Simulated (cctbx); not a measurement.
# Which space group?

Cell: a = 10.9330 Å, b = 8.7430 Å, c = 8.4080 Å, α = 90.00°, β = 90.00°, γ = 90.00°. Expected content of the cell: Pb8 Te8 Ni32 C8.

The data are simulated with cctbx, not measured: Cu Kα, λ = 1.54184 Å, to d = 0.8 Å, 80 % of the full sphere, strongest reflection 70000 counts, noise from counting, a 4 % proportional error and a noise floor of 2 counts (s.d.); no absorption.

Tests on the unmerged data give:

```text
5244 reflections to d = 0.800 A
centring   violations  <I/sigma> of those
    A       1165 of  2586      8.7
    B       1165 of  2623      8.6
    C          0 of  2621      0.0
    I       1186 of  2654      8.1
    R       1629 of  3511      8.9
    F       1165 of  3915      5.7
Laue class    unique    Rint  (classes that these axes allow; Friedel mates merged)
C 1 2/m 1         882   0.050
C 2/m 1 1         872   0.049
C m m m           498   0.051
space group    extra absences  I>4sigma  <I/sigma>
C 2 2 21                9          0       0.4  acentric
C 2 2 2                 0          0         -  acentric
C m m 2                 0          0         -  acentric
C m c 21               98          0      -0.0  acentric
C 2 m m                 0          0         -  acentric
C m 2 m                 0          0         -  acentric
C 2 c m                98          0      -0.0  acentric
C m c m                98          0      -0.0  centric
C m m m                 0          0         -  centric
Wilson B = 0.37 A^2   <|E^2-1|> = 0.930 (0.968 centric, 0.736 acentric)   E^2>4: 3.5 %
shell (A)         n   <I/sigma>
 8.41 - 1.60     74     27.2
 1.60 - 1.27     65     27.1
 1.27 - 1.11     58     27.3
 1.11 - 1.01     60     23.5
 1.01 - 0.94     63     28.4
 0.94 - 0.88     59     22.6
 0.88 - 0.84     56     28.2
 0.84 - 0.80     63     27.3
```

**Question.** What are the lattice type, the Laue class and the likely space group?

The reflections that C centring forbids are absent (⟨I/σ⟩ near 0), so the lattice is C.

Rint stays low (0.049 to 0.051) up to C m m m, the highest class in these axes.

9 settings pass the absence test. The most absences obeyed, 98, belong to C m c 21, C 2 c m and C m c m, which absences can't tell apart.

⟨|E²−1|⟩ = 0.930 leans to a centrosymmetric structure. Here that hint misleads: the statistic assumes many like atoms on general positions, and few, heavy or special-position atoms break it. The Wilson B of 0.37 Å² means U ≈ 0.0047 Å².

The true group is Cmc2_1 (no. 36), Laue class mmm, non-centrosymmetric. The tables only narrow the choice to the tied entries; cell content, site symmetry and trial solutions must settle it.

The model is made up (kin elements in a known structure type, no relaxation), so it says nothing on whether the phase exists.

[Logs are printed without paths, hosts, clocks, repeated set-up lines and the standing remarks that a program may print on its own settings, such as how far it seeks lower states.]
